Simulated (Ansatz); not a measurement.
# Ge2SeN2 (Cmc2_1): band gap by G0W0 on PBE, part 3 of 3

Aim: the quasiparticle gap of Ge2SeN2 (Cmc2_1), starting from PBE.

Ansatz 0.2.0; PBE, then G0W0 on it, plane waves, PAW. Known limits of the many-body steps: finite bands, screening cutoff and k mesh; no spin-orbit coupling in G0W0.

So far. Step 2 (Bands along the symmetry lines): Over mesh and path the gap is 1.693 eV, from k = (0.000, 0.500, 0.400) to k = Γ. The least direct gap found is 1.823 eV, at k = Γ. On the 4×4×4 mesh alone the same run gives 1.694 eV, so that mesh misses an edge of PBE: 1.694 − 1.693 = +0.001 eV. Step 3 (The quasiparticle correction): Over 20 of 21 irreducible mesh points the G0W0 gap is 2.895 eV, from k = (0.000, -0.500, 0.000) to k = Γ. The PBE gap of this run on the mesh is 1.694 eV.

In doubt: masses and optical values from hybrid runs of this build are listed as unsure (in some of the runs), which bears on the screening that GW takes from such a start.

**4. Spin-orbit coupling**

This run has two-component orbitals with spin-orbit coupling.

This step: DFT, PBE with spin-orbit coupling, plane waves, PAW; PAW set soft_1.

input.yaml

```yaml
crystal:
  lattice:
    - [5.6390191657, -2.9515389733, 0.0]
    - [5.6390191657, 2.9515389733, 0.0]
    - [0.0, 0.0, 5.183237]
  atoms:
    - { symbol: Ge, position: [0.333819, 0.03403, 0.33372] }
    - { symbol: Ge, position: [0.96597, 0.666181, 0.33372] }
    - { symbol: Ge, position: [0.666181, 0.96597, 0.83372] }
    - { symbol: Ge, position: [0.03403, 0.333819, 0.83372] }
    - { symbol: Se, position: [0.289802, 0.710198, 0.174027] }
    - { symbol: Se, position: [0.710198, 0.289802, 0.674027] }
    - { symbol: "N", position: [0.346734, 0.090559, 0.681267] }
    - { symbol: "N", position: [0.909441, 0.653266, 0.681267] }
    - { symbol: "N", position: [0.653266, 0.909441, 0.181267] }
    - { symbol: "N", position: [0.090559, 0.346734, 0.181267] }
kpoints:
  mp_grid: { grid: [4, 4, 4] }
  band_path:
    path:
      - [0.0, 0.0, 0.0]
      - [0.5, 0.5, 0.0]
      - [0.31849043, 0.68150957, 0.0]
      - [-0.31849043, 0.31849043, 0.0]
      - [0.0, 0.0, 0.5]
      - [-0.31849043, 0.31849043, 0.5]
      - [0.31849043, 0.68150957, 0.5]
      - [0.5, 0.5, 0.5]
      - [0.0, 0.5, 0.4]
    npoints: 1
hamiltonian:
  xc: pbe
  pseudopotentials: { kind: paw_fr, azcp: { folder: soft_1 } }
scf:
  occupations: { method: fixed }
  n_extra_bands: 14
magnetization:
  noncollinear: true
  spin_orbit: true
output:
  eigenvalues: true
  forces: true
  stress: true
```

On the command line:

```console
> ansatz run input.yaml --threads 2 --pin off --max-ram 92160MiB --backend cuda --events-out ev --progress --plain --runs-dir out --devices 1 --max-vram 13GiB
```

Numbers of over 12 decimals in the logs are rounded to 6 here.

Log:

```text
[...]
GPUs: using 1 of 1 available (devices: 1).
[...]
non-collinear run that drives no moment, with spin-orbit: no starting moment large enough to seed its density (crystal.atoms[].spin), no starting occupations that ask for one, no magnetisation constraint and no magnetic field, so the semilocal B_xc is pinned to zero
[...]
GPU FFT provider: cuFFT
GPU libraries: cuBLAS 13.8.2, cuFFT 12.4.0, cuSOLVER 12.3.4
Crystal: 10 atoms, lattice volume = 172.537 Å³
Basis set: ecut = 420 eV, 3383 PW (Γ), exchange–correlation on 90×90×72 points (8 copies of the dense FFT grid, shifted against one another)
Bands: 122, of which v1, the nominal top of the filled ones, is band 108 counted from 1 (107 counted from 0)
Symmetry: 4 space group operations + 4 with time reversal
[...]
k-points: 21 of 64 (time reversal used)
Projection manifold: j_resolved (fully-relativistic pseudo-atomic orbitals)
[...]
GPU buffer pool allocated for 72900 grid points (all kernels)
[...]
SCF iter   1: F=—  HF=-29658.804552 eV  |F-HF|=—  |Δ(HF+E_count)|=         —  Δρ=9.19e-2  dr2=1.51e1  dr2_m=0.00e0 (ungated)  ethr=3.10e-3  |M|=0.00e0 ∫|m|=0.00e0 μB  |m|>n=0.0e0 m-floor=0.0e0 τ_xc=0.0e0  β_m=0.30  ⟨swp⟩=5.0  Hψ=10180  notcnv=0  defer=192
[...]
spin=Noncollinear: Resta preconditioning applied to the charge; magnetization (m_x, m_y, m_z) channels mix plain (no charge-response kernel on spin).
[...]
site 6: m = (+0.0000, +0.0000, +0.0000) μB, |m| = 0.0000 μB  (R = 0.76 Å)
  site 7: m = (+0.0000, +0.0000, +0.0000) μB, |m| = 0.0000 μB  (R = 0.76 Å)
  site 8: m = (+0.0000, +0.0000, +0.0000) μB, |m| = 0.0000 μB  (R = 0.76 Å)
  site 9: m = (+0.0000, +0.0000, +0.0000) μB, |m| = 0.0000 μB  (R = 0.76 Å)
Free energy (F): -29655.057503 eV
[...]
Internal energy: -29655.057503 eV  (E = F + TS)
E sigma→0 (E₀):  -29655.057503 eV
Fermi energy:    6.852747 eV
[...]
--- Forces (eV/Å), atoms counted from 1 ---
  atom   1  Ge    -0.07158126    -0.02306749    -0.01945937
  atom   2  Ge     0.07158126    -0.02306749    -0.01945937
  atom   3  Ge     0.07158126     0.02306749    -0.01945937
  atom   4  Ge    -0.07158126     0.02306749    -0.01945937
  atom   5  Se     0.00000000    -0.00978533    -0.00780096
  atom   6  Se     0.00000000     0.00978533    -0.00780096
  atom   7  N     -0.00653693    -0.01586661     0.02335804
  atom   8  N      0.00653693    -0.01586661     0.02335804
  atom   9  N      0.00653693     0.01586661     0.02335804
  atom  10  N     -0.00653693     0.01586661     0.02335804
  max |Σ_I F_I| component: 7.23e-6 eV/Å
--- Stress (GPa, compression-positive) ---
        0.480332       0.000000       0.000000
        0.000000       0.839996       0.000000
        0.000000       0.000000       0.941605
  P = ⅓ Tr σ = 0.7540 GPa (7.540 kbar)
--- Band table (eV; the first three rows and the last of 21) ---
  k-point 0: bands = [... 104 lower, 6.5849, 6.5849, 6.6849, 6.6849, 8.4792, 8.4792, 9.8314, 9.8314, ... 10 higher]
  k-point 1: bands = [... 104 lower, 6.4158, 6.4158, 6.4745, 6.4745, 9.1868, 9.1868, 9.8889, 9.8889, ... 10 higher]
  k-point 2: bands = [... 104 lower, 6.4894, 6.4894, 6.4894, 6.4894, 9.7379, 9.7379, 9.7379, 9.7379, ... 10 higher]
  k-point 20: bands = [... 104 lower, 6.2679, 6.2679, 6.2679, 6.2679, 10.4008, 10.4008, 10.4008, 10.4008, ... 10 higher]
[key lines of the parts left out:]
SCF converged after 10 iterations
Magnetization: |M| = 0.0000 μB,  M = (+0.0000, +0.0000, +0.0000) μB
```

It took 15 s on 1 × NVIDIA H100 80GB HBM3 (shared by 6 runs) with 2 threads of AMD EPYC 7R13 (Zen 3), shared host; peak memory 1.2 GiB.

Numbers from this step:

```
pressure             : 0.7540 GPa
gap                  : 1.626 eV
valence top at       : Y
conduction bottom at : Γ
least direct gap     : 1.794 eV
```

Over mesh and listed points the gap is 1.626 eV, from k = (0.500, 0.500, 0.000) to k = Γ. The least direct gap found is 1.794 eV, at k = Γ. PBE+SOC against PBE: 1.626 − 1.693 = −0.067 eV. Mesh, set of files and cutoff are the same, but the valence top lies at another k point, so this need not be the shift of one pair of states. The spin-orbit run sees mesh and listed points alone, so its gap is an upper bound: the coupling can move an edge off these points, the more so as this crystal has no centre of inversion, and the change over the zone, its sign included where it is small, is not known.

**5. Side by side**

Each gap is the least one over the points named; times are wall times on shared hosts, not benchmarks. A G0W0 time includes the run's own self-consistent start. Runs with listed points see these and the mesh alone, so an edge that moves elsewhere is missed. Rows marked * are further runs, not shown as steps, whose inputs differ from the G0W0 step on the same start in the columns given; solver thresholds can differ too.

```
    level   mesh       files, cutoff     bands summed, screening                            points  gap (eV)             valence top  conduction bottom  least direct gap (eV)     time
      PBE  4×4×4  soft_1 PAW, 420 eV                           -                     mesh and path     1.693   (0.000, 0.500, 0.400)                  Γ                  1.823     12 s
  PBE+SOC  4×4×4  soft_1 PAW, 420 eV                           -            mesh and listed points     1.626   (0.500, 0.500, 0.000)                  Γ                  1.794     15 s
G0W0@PBE*  4×4×4  soft_1 PAW, 420 eV                  209, 54 eV  20 of 21 irreducible mesh points     2.891  (0.000, -0.500, 0.000)                  Γ                  2.997     37 s
G0W0@PBE*  4×4×4  soft_1 PAW, 420 eV                 493, 108 eV  20 of 21 irreducible mesh points     2.947  (0.000, -0.500, 0.000)                  Γ                  3.082    2 min
 G0W0@PBE  4×4×4  soft_1 PAW, 420 eV                1000, 180 eV  20 of 21 irreducible mesh points     2.895  (0.000, -0.500, 0.000)                  Γ                  3.034  5.6 min
G0W0@PBE*  2×2×2  soft_1 PAW, 420 eV                 493, 108 eV     all 6 irreducible mesh points     2.888  (0.000, -0.500, 0.000)                  Γ                  3.040     14 s
G0W0@PBE*  4×4×4  soft_1 PAW, 420 eV  1000, 180 eV, plasmon pole  20 of 21 irreducible mesh points     2.960  (0.000, -0.500, 0.000)                  Γ                  3.082  8.9 min
```

**6. Summary of results**

- PBE gap over mesh and path: 1.693 eV, from k = (0.000, 0.500, 0.400) to k = Γ
- G0W0@PBE gap over 20 of 21 irreducible mesh points: 2.895 eV, from k = (0.000, -0.500, 0.000) to k = Γ
- PBE+SOC gap over mesh and listed points: 1.626 eV
- GW settings: 4×4×4 mesh, 946 empty bands, screening to 180 eV, PAW set soft_1 files
- known limits: finite bands, screening cutoff and k mesh; no spin-orbit coupling in G0W0

In words: Over 20 of 21 irreducible mesh points the G0W0 gap is 2.895 eV, from k = (0.000, -0.500, 0.000) to k = Γ. The PBE gap of this run on the mesh is 1.694 eV. Other states bound it: the two that bound the G0W0 gap lie 1.748 eV apart in PBE, so state for state the correction is 2.895 − 1.748 = +1.147 eV, while gap against gap it is 2.895 − 1.694 = +1.201 eV. The valence state moves by 5.922 − 6.729 = −0.807 eV and the conduction state by 8.817 − 8.477 = +0.340 eV, on the run's own scale; with 209 bands the edge states move by −0.229 and +0.915 eV, so the split between the edges depends on the bands and cutoff. Over mesh and path, PBE puts the valence top at k = (0.000, 0.500, 0.400), where no G0W0 correction was computed. The G0W0 gap over the whole zone is therefore not known from this run; at its settings it can only be equal to or under the 2.895 eV found, and no correction is carried over from another point. For the start itself the gap is 1.693 eV over mesh and path and 1.694 eV on the mesh of the G0W0 run. From 209 bands and 54 eV to 1000 bands and 180 eV the gap moves by 2.895 − 2.891 = +0.004 eV (rung by rung 2.891, 2.947, 2.895 eV); bands and screening cutoff rise together, so their parts are not told apart. The gap turns back along the series (2.891, 2.947, 2.895 eV), so no line is drawn and the limit is not known. With the 2×2×2 mesh in place of the 4×4×4 mesh and all else as in the G0W0@PBE row with 493 bands, the gap differs by 2.888 − 2.947 = −0.059 eV, and that of the start by 1.707 − 1.694 = +0.013 eV. With the plasmon pole model in place of the contour deformation model and all else as in the G0W0@PBE row with 1000 bands, the gap differs by 2.960 − 2.895 = +0.065 eV. G0W0 on other starts in this series, not shown as steps and not all at these settings: 3.526 eV on HSE06 (4×4×4, soft_1 PAW, 1000 bands, 180 eV). PBE+SOC against PBE: 1.626 − 1.693 = −0.067 eV. Mesh, set of files and cutoff are the same, but the valence top lies at another k point, so this need not be the shift of one pair of states. The spin-orbit run sees mesh and listed points alone, so its gap is an upper bound: the coupling can move an edge off these points, the more so as this crystal has no centre of inversion, and the change over the zone, its sign included where it is small, is not known. What spin-orbit coupling does to the G0W0 levels was not computed, so no sum with the G0W0 gap is formed. The G0W0 runs are scalar-relativistic. G0W0 is shown with one set of atomic data (soft_1 PAW), so the error from the files is not known here. Failed or unusable runs on PBE in this series, left out of the table: G0W0@PBE (4×4×4 mesh, hard PAW files, 870 eV, 1402 empty bands) reached its time limit after 8.6 min.

[Paths, hosts, dates, memory and timing lines, banners, echoed tables and standing remarks are left out of the program output.]

[Logs are printed without paths, hosts, clocks, repeated set-up lines and the standing remarks that a program may print on its own settings, such as how far it seeks lower states.]

[Runs of the session that timed out or met a known fault of the program may be left out.]

[Cells called generated may have been cut or substituted from an entry of the Crystallography Open Database or the Materials Project.]

[Hosts, paths, dates, database ids (printed as entryN), source tags and the programs' standing remarks are cut or masked in the printed files.]

[Where an RPA ε∞ is given, it is that of the G0W0 mesh and is not shown converged in it. Names of k-points follow the symmetry that the program found, which can be lower than the space group named. Band edges on a path are those of the sampled points; other points can move an edge, and change direct to indirect where valleys lie close.]

[Hybrid gaps are those of their k-mesh and are not shown converged in it.]
